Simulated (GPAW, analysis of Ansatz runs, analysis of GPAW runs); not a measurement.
# Interstitial Mn in Si: charge-transition level against experiment (GPAW), part 2 of 4

Subject: interstitial Mn in Si. Wanted: its charge-transition level, in one set-up (RPBE, plane waves 500 eV, 64-site cell, RPBE lattice, k: the zone centre alone then 2x2x2 shifted, dielectric constants 11.7 and 11.7 (handbook)). The model is a cell of 64 host atoms with 1 Mn put in. The level is the Fermi energy at which two charge states have equal formation energy, after a correction for the images of the charge.

GPAW 26.7.0; RPBE, plane waves 500 eV, 64-site cell, RPBE lattice, k: the zone centre alone then 2x2x2 shifted, dielectric constants 11.7 and 11.7 (handbook).

So far: The structure; Relaxation, charge +1.

### Step 2. Relaxation, charge +1 (continued)

Level of this step: GPAW plane-wave PAW DFT, RPBE; relaxation of all atoms of a defect supercell (GPAW).

The steps of the relaxation:

| step | energy less that of the first step (eV) |
| --- | --- |
| 0 | 0.0000 |
| 1 | -0.1282 |
| 2 | -0.2803 |
| 3 | -0.2913 |
| 4 | -0.3369 |
| 5 | -0.3409 |
| 6 | -0.3537 |
| 7 | -0.3556 |
| 8 | -0.3594 |
| 9 | -0.3615 |
| 10 | -0.3632 |
| 11 | -0.3640 |
| 12 | -0.3648 |
| 13 | -0.3653 |
| 14 | -0.3656 |
| 15 | -0.3658 |

The atoms that moved most (Å):

| atom | dx | dy | dz | length |
| --- | --- | --- | --- | --- |
| Si50 | -0.038 | 0.093 | -0.040 | 0.108 |
| Mn65 | -0.046 | -0.070 | -0.062 | 0.104 |
| Si49 | -0.018 | -0.043 | 0.089 | 0.101 |
| Si51 | 0.072 | -0.033 | -0.016 | 0.081 |
| Si55 | 0.075 | -0.013 | -0.016 | 0.078 |
| Si54 | 0.000 | 0.066 | -0.024 | 0.070 |
| Si32 | -0.040 | 0.034 | -0.043 | 0.068 |
| Si53 | -0.015 | 0.011 | 0.062 | 0.064 |

Neighbours of Mn65 at the end:

| atom | distance (Å) |
| --- | --- |
| Si50 | 2.438 |
| Si49 | 2.439 |
| Si51 | 2.440 |
| Si52 | 2.477 |
| Si38 | 2.682 |
| Si23 | 2.683 |
| Si61 | 2.685 |
| Si53 | 2.868 |
| Si55 | 2.868 |
| Si54 | 2.871 |

This step gave:

```
total moment : 4.000 μB
```

From the first step to the last the energy fell by 0.366 eV, and the largest move was 0.11 Å (Si50). Judged within 0.08 Å, the space group went from P-43m to R3m.

### Step 3. Single point, charge +1

The relaxed structure is kept, and the final numbers are taken at the final level and k-points.

This step: GPAW plane-wave PAW DFT, RPBE; single point of a defect supercell.

run.py reads:

```python
import numpy as np
from ase.io import read, write
from ase.parallel import parprint, world
from gpaw import GPAW, PW

atoms = read('POSCAR')
magmoms = np.zeros(len(atoms))
magmoms[[64]] = 4 / 1
atoms.set_initial_magnetic_moments(magmoms)
calc = GPAW(mode=PW(500),
            xc='RPBE',
            kpts={'size': (2, 2, 2), 'gamma': False},
            charge=1,
            occupations={'name': 'fermi-dirac', 'width': 0.01, 'fixmagmom': True},
            nbands=145,
            convergence={'density': 1e-05, 'bands': 142},
            maxiter=150,
            symmetry={'point_group': False},
            txt='gpaw.txt')
atoms.calc = calc
energy = atoms.get_potential_energy()
forces = atoms.get_forces()
parprint(f'Energy: {energy:.6f} eV, largest force {np.linalg.norm(forces, axis=1).max():.4f} eV/A')
calc.write('gs.gpw')
write('final.xyz', atoms)
parprint('Moments:', atoms.get_magnetic_moments().round(3))
for s in range(calc.get_number_of_spins()):
    parprint('Levels (eV), spin', s, calc.get_eigenvalues(kpt=0, spin=s)[-16:].round(3))
field = calc.get_electrostatic_potential()
if world.rank == 0:
    np.save('potential.npy', field)
field = calc.get_pseudo_density()
if world.rank == 0:
    np.save('density.npy', field)
field = calc.get_pseudo_density(spin=0) - calc.get_pseudo_density(spin=1)
if world.rank == 0:
    np.save('spin.npy', field)
```

POSCAR reads:

```
Si Mn
 1.0000000000000000
    11.0159874872810537    0.0000000000000000    0.0000000000000000
     0.0000000000000000   11.0159874872810537    0.0000000000000000
     0.0000000000000000    0.0000000000000000   11.0159874872810466
 Si  Mn 
  64   1
Direct
 -0.0005198281140580 -0.0003362912316556  0.2497706350135947
  0.0008630864923347  0.2504479288112330  0.0010417795057638
[... 20 atom lines left out ...]
  0.3763323964180742  0.6246433756342593  0.1247251861520698
[... 10 atom lines left out ...]
  0.4998325267124116  0.2520232374270096  0.0000608188780873
[... 3 atom lines left out ...]
  0.6244089345546029  0.3765894482714164  0.1246492674020744
[... 10 atom lines left out ...]
  0.4974178752768765  0.4976401858053540  0.2583549748296288
  0.4976621121192936  0.7582248508945586 -0.0021658103758330
  0.7580619894169043  0.4976802303315947 -0.0022909466835487
  0.7495378330388747  0.7498999077057716  0.2498337233205488
  0.6237850494959156  0.6242074682763811  0.3804179847552041
  0.6239764004757923  0.8805341283475009  0.1242135080109583
  0.8800951318430492  0.6242393383198434  0.1240690352615259
[... 5 atom lines left out ...]
  0.6245029733324424  0.6246253763400309  0.8764873027631886
[... 3 atom lines left out ...]
  0.6197778027510399  0.6199598481647910  0.1201308472370669
```

On the command line:

```
OMP_NUM_THREADS=1 mpirun -n 4 gpaw python run.py > stdout
```

The log of the run:

```text
__  _  _
 | _ |_)|_||  |
 |__||  | ||/\| - 26.7.0

Input parameters:
  mode=PW(ecut=500.0),
  charge=1,
  convergence={'density': 1e-05, 'bands': 142},
  kpts=MonkhorstPack(size=(2, 2, 2), gamma=False),
  maxiter=150,
  nbands=145,
  occupations=Occupations(name='fermi-dirac', width=0.01, fixmagmom=True),
  symmetry=Symmetry(point_group=False),
  xc=XC(name='RPBE')

Diagonalizing LCAO Hamiltonian
Converting LCAO to pw mode
        .--------------------------.
       /|                          |
      /i|           Si             |
     /  |        Si            Si  |
    /   |Si           Si Si        |
   /    |    Si           Si       |
  /     | Si  Si        Si Si      |
 *   Si |         Si Si     Si     |
 |   Si |       Si Si        Si    |
 |      |Si         Si Si        Si|
 |     Si  Si  SiSi Si   Si Si Si  |
 |      |Si Si        Si  Si       Si
 |      |    Si Si        Si  Si   |
 |      |  Si Si        Si Si      |
 |   Si Si--------Si---------------.
 |   Si/        Si Si Mn     Si   /
 |    /  Si            Si        /
 |   / Si  Si Si    Si          /
 |  /       Si            Si   /
 | Si           Si            /
 |/                          /
 *------Si------------------*

Atoms  # Å, Bohr magnetons
|    | symbol |         x |         y |         z |    initial magnetic moments |
|----|--------|-----------|-----------|-----------|-----------------------------|
|  0 |     Si | -0.005726 | -0.003705 |  2.751470 | ( 0.0000,  0.0000,  0.0000) |
|  1 |     Si |  0.009508 |  2.758931 |  0.011476 | ( 0.0000,  0.0000,  0.0000) |
|  2 |     Si |  2.756654 |  0.010832 |  0.010704 | ( 0.0000,  0.0000,  0.0000) |
|  3 |     Si |  2.729268 |  2.732925 |  2.730090 | ( 0.0000,  0.0000,  0.0000) |
|  4 |     Si |  1.364112 |  1.367025 |  4.138550 | ( 0.0000,  0.0000,  0.0000) |
|  5 |     Si |  1.376358 |  4.148425 |  1.374152 | ( 0.0000,  0.0000,  0.0000) |
|  6 |     Si |  4.144267 |  1.379115 |  1.373448 | ( 0.0000,  0.0000,  0.0000) |
|  7 |     Si |  4.081186 |  4.082701 |  4.149292 | ( 0.0000,  0.0000,  0.0000) |
|  8 |     Si | -0.003237 |  0.001020 |  8.265807 | ( 0.0000,  0.0000,  0.0000) |
|  9 |     Si | -0.003537 |  2.758478 |  5.507073 | ( 0.0000,  0.0000,  0.0000) |
[...]
| 59 |     Si |  8.255620 |  8.258045 |  8.274473 | ( 0.0000,  0.0000,  0.0000) |
| 60 |     Si |  6.879517 |  6.880865 |  9.655373 | ( 0.0000,  0.0000,  0.0000) |
| 61 |     Si |  6.883300 |  9.643967 |  6.891839 | ( 0.0000,  0.0000,  0.0000) |
| 62 |     Si |  9.641128 |  6.886251 |  6.892082 | ( 0.0000,  0.0000,  0.0000) |
| 63 |     Si |  9.635958 |  9.640517 |  9.634459 | ( 0.0000,  0.0000,  0.0000) |
| 64 |     Mn |  6.827465 |  6.829470 |  1.323360 | ( 0.0000,  0.0000,  4.0000) |

Unit cell  # Å
| periodic |         x |         y |         z |   lengths |    angles |
|----------|-----------|-----------|-----------|-----------|-----------|
|      yes | 11.015987 |  0.000000 |  0.000000 | 11.015987 | 90.000000 |
|      yes |  0.000000 | 11.015987 |  0.000000 | 11.015987 | 90.000000 |
|      yes |  0.000000 |  0.000000 | 11.015987 | 11.015987 | 90.000000 |

Number of symmetries: 1
Symmetry operations  # r_c * U_cc + t_c -> r_c
|   | kind |            matrix            |
|---|------|------------------------------|
| 0 |  E   |  1, 0, 0,  0, 1, 0,  0, 0, 1 |

BZ-sampling:
  Number of BZ points: 8
  Number of IBZ points: 4

  Monkhorst-Pack size: [2, 2, 2]
  Monkhorst-Pack shift: [0, 0, 0]

K-points  # in reciprocal-cell coordinates
|   |                                coordinates |     weight |
|---|--------------------------------------------|------------|
| 0 | (  0.25000000,  -0.25000000,  -0.25000000) | 0.25000000 |
| 1 | (  0.25000000,  -0.25000000,   0.25000000) | 0.25000000 |
| 2 | (  0.25000000,   0.25000000,  -0.25000000) | 0.25000000 |
| 3 | (  0.25000000,   0.25000000,   0.25000000) | 0.25000000 |

Plane wave coefficients: 33935
Cutoff: 500.0 eV

Spin-components: 2 (collinear spins)
Bands:           145
Projectors:      326
Spin-degeneracy: 1
Datatype:        complex128

Density:
  Valence electrons: 271.0
  Components: 2
  Grid points: [60 60 60]
  Charge: 1.0  # |e|

Potential:
  Grid points: [60 60 60]

species:
  Si:
    name:    Silicon
    Z:       14.0
    valence: 4
    core:    10
    charge:  0.0  # [|e|]
    compensation charges:
      type: gauss
      rc: 0.33  # [Å]
      lmax: 2
    cutoffs:
      filter: 1.86  # [Å]
      core: 2.06  # [Å]
    projectors
    | kind |    occ | energy [eV] | rcut [Å] |
    |------|--------|-------------|----------|
    |   3s |  2.000 |     -10.793 |    1.058 |
    |   3p |  2.000 |      -4.075 |    1.058 |
    |    s |        |      16.418 |    1.058 |
    |    p |        |      23.136 |    1.058 |
    |    d |        |       0.000 |    1.058 |

    Using partial waves for Si as LCAO basis

  Mn:
    name:    Manganese
    Z:       25.0
    valence: 15
    core:    10
    charge:  0.0  # [|e|]
    compensation charges:
      type: gauss
      rc: 0.38  # [Å]
      lmax: 2
    cutoffs:
      filter: 2.14  # [Å]
      core: 0.86  # [Å]
    projectors
    | kind |    occ | energy [eV] | rcut [Å] |
    |------|--------|-------------|----------|
    |   3s |  2.000 |     -85.954 |    1.275 |
    |   4s |  2.000 |      -5.040 |    1.275 |
    |   3p |  6.000 |     -54.618 |    1.281 |
    |   4p |  0.000 |      -1.367 |    1.281 |
    |   3d |  5.000 |      -6.715 |    1.138 |
    |    d |        |      20.497 |    1.138 |

    Using partial waves for Mn as LCAO basis

Reference energy: -536462.543093  # eV

eigensolver:
  PPCG
  Converge bands: 142
  niter=2

density mixing:
  MSR1-Mixer
  Pratt-step length: 0.05
  Maximum mixing coefficient: 0.75
  Old densities: 10
  SVD Regularization: 0.005
  Good broyden scale: 1.0
  Trust region scale: 1.0
  Backstep threshold: 4.0
  History deletion threshold: 6.0
  Fourier metric: weight=20.0, sigma=0.015

occupation numbers:
  Fixed magnetic moment: 4.000
  Fermi-Dirac:
    width: 0.0100  # eV

poisson solver:
  ecut: 4000.0  # eV
  uniform background charge: 1.0  # electrons

xc functional:
  name: RPBE with 2 nearest neighbor stencil

Initialization done in: 16.805 s

convergence criteria:
- Maximum integral of absolute [dens]ity change: 1e-05 electrons / valence electron
- Maximum [total energy] change in last 3 cyles: 0.0005 eV / valence electron
- Maximum integral of absolute [eigenst]ate change: 4e-08 eV^2 / valence electron
maximum number of iterations: 150

SCF iterations
|iter     | |      energy | eigst |  dens |  magmom |
|---------|-|-------------|-------|-------|---------|
|iter:   1| | -341.441156 | +0.27 |       |  +4.0109|
|iter:   2| | -340.831953 | -0.80 | -0.81 |  +4.0104|
|iter:   3| | -340.733358 | -1.48 | -0.85 |  +4.0081|
|iter:   4| | -339.364235 | -1.07 | -0.94 |  +4.0044|
|iter:   5| | -339.519434 | -1.72 | -1.26 |  +4.0011|
|iter:   6| | -339.535147 | -2.36 | -1.84 |  +4.0006|
|iter:   7| | -339.549041c| -2.65 | -2.04 |  +4.0001|
|iter:   8| | -339.552013c| -2.84 | -2.52 |  +4.0000|
|iter:   9| | -339.552602c| -3.10 | -2.87 |  +4.0000|
|iter:  10| | -339.552429c| -3.30 | -3.04 |  +4.0000|
|iter:  11| | -339.552737c| -3.56 | -3.35 |  +4.0000|
|iter:  12| | -339.552770c| -3.77 | -3.61 |  +4.0000|
|iter:  13| | -339.552779c| -3.99 | -3.90 |  +4.0000|
|iter:  14| | -339.552786c| -4.14 | -4.17 |  +4.0000|
|iter:  15| | -339.552788c| -4.31 | -4.42 |  +4.0000|
|iter:  16| | -339.552789c| -4.43 | -4.65 |  +4.0000|
|iter:  17| | -339.552789c| -4.58 | -4.84 |  +4.0000|
|iter:  18| | -339.552789c| -4.68 | -5.19c|  +4.0000|
|iter:  19| | -339.552789c| -4.88 | -5.44c|  +4.0000|
|iter:  20| | -339.552789c| -5.02 | -5.62c|  +4.0000|
|iter:  21| | -339.552789c| -5.24 | -5.73c|  +4.0000|
|iter:  22| | -339.552789c| -5.41 | -5.87c|  +4.0000|
|iter:  23| | -339.552789c| -5.60 | -6.19c|  +4.0000|
|iter:  24| | -339.552789c| -5.77 | -6.53c|  +4.0000|
|iter:  25| | -339.552789c| -5.97 | -6.67c|  +4.0000|
|iter:  26| | -339.552789c| -6.18 | -7.05c|  +4.0000|
|iter:  27| | -339.552789c| -6.35 | -7.14c|  +4.0000|
|iter:  28| | -339.552789c| -6.55 | -7.40c|  +4.0000|
|iter:  29| | -339.552789c| -6.72 | -7.49c|  +4.0000|
|iter:  30| | -339.552789c| -6.86 | -7.70c|  +4.0000|
|iter:  31| | -339.552789c| -7.09 | -7.77c|  +4.0000|
|iter:  32| | -339.552789c| -7.23 | -7.97c|  +4.0000|
|iter:  33| | -339.552789c| -7.42c| -8.19c|  +4.0000|

Converged in 33 steps
SCF loop duration: 1018.444 s (30.862 s/step)
Energy contributions relative to reference atoms: (reference = -536462.543093)

Energy contributions:
  Kinetic:         370.771783
  Coulomb:        -342.032235
  Zero:             -0.562019
  External:          0.000000
  Xc:             -367.730312
  Entropy:          -0.000013
  Spinorbit:         0.000000
  ----------------------------
  Free energy:    -339.552796
  Extrapolated:   -339.552789

dipole moment: (6.126602, -88.760832, 2.881835)  # |e|*Ang

Total magnetic moment: (0.000000, 0.000000, 4.000000)

Local magnetic moments
|        x |        y |         z |
|----------|----------|-----------|
| 0.000000 | 0.000000 |  0.003594 |  # Si   0
| 0.000000 | 0.000000 |  0.004438 |  # Si   1
| 0.000000 | 0.000000 |  0.004451 |  # Si   2
| 0.000000 | 0.000000 |  0.000900 |  # Si   3
| 0.000000 | 0.000000 |  0.002988 |  # Si   4
| 0.000000 | 0.000000 |  0.002624 |  # Si   5
| 0.000000 | 0.000000 |  0.002634 |  # Si   6
| 0.000000 | 0.000000 |  0.011680 |  # Si   7
| 0.000000 | 0.000000 |  0.000163 |  # Si   8
| 0.000000 | 0.000000 |  0.000161 |  # Si   9
[...]
Fermi levels: 5.443, 5.458
Eigenvalues  # (at kpt = [0.250, -0.250, -0.250])
| band index |      eig [eV] | occ [0-1] |      eig [eV] | occ [0-1] |
|------------|---------------|-----------|---------------|-----------|
|          0 |       -75.332 |     1.000 |       -71.995 |     1.000 |
|        ... |               |           |               |           |
|        127 |         4.028 |     1.000 |         4.253 |     1.000 |
|        128 |         4.061 |     1.000 |         4.257 |     1.000 |
|        129 |         4.108 |     1.000 |         4.364 |     1.000 |
|        130 |         4.269 |     1.000 |         4.727 |     1.000 |
|        131 |         4.335 |     1.000 |         4.747 |     1.000 |
|        132 |         4.352 |     1.000 |         5.364 |     1.000 |
|        133 |         4.689 |     1.000 |         5.552 |     0.000 |
|        134 |         4.705 |     1.000 |         5.667 |     0.000 |
|        135 |         4.884 |     1.000 |         6.096 |     0.000 |
[...]
|        139 |         6.172 |     0.000 |         6.492 |     0.000 |
|        140 |         6.458 |     0.000 |         6.558 |     0.000 |
|        141 |         6.580 |     0.000 |         6.696 |     0.000 |
|        142 |         6.601 |     0.000 |         6.760 |     0.000 |
|        ... |               |           |               |           |
|        144 |         6.909 |     0.000 |         6.968 |     0.000 |

Gap: 0.187 eV
Transition (v -> c):
  (s=1, k=2, n=132, [0.25, 0.25, -0.25]) -> (s=1, k=1, n=133, [0.25, -0.25, 0.25])
Direct/indirect transitions are different
Direct gap: 0.188 eV
Transition at: (s=1, k=0, n=132, [0.25, -0.25, -0.25])

Forces  # eV/Ang
|        x |        y |        z |
|----------|----------|----------|
[...]
|  0.00641 |  0.00842 | -0.00859 |  # Si  60
|  0.03172 | -0.00894 |  0.03691 |  # Si  61
| -0.00179 |  0.03097 |  0.03886 |  # Si  62
|  0.01069 | -0.00017 |  0.01506 |  # Si  63
|  0.09874 |  0.09421 |  0.09595 |  # Mn  64

# Writing to gs.gpw (mode='')
```

It took 18 min on 4 MPI ranks of Arm Neoverse V2, shared host; peak memory 4.8 GiB.

This step gave:

```
total moment : 4.000 μB
```

(Continued in part 3 of 4.)

[Logs are printed without paths, hosts, clocks, repeated set-up lines and the standing remarks that a program may print on its own settings, such as how far it seeks lower states.]

[Hosts, paths, dates, database ids (printed as entryN), source tags and the programs' standing remarks are cut or masked in the printed files.]

[For some hosts the program warned that the k-mesh of the response run may be too coarse for force constants and the static dielectric constant; such warnings are not shown here.]
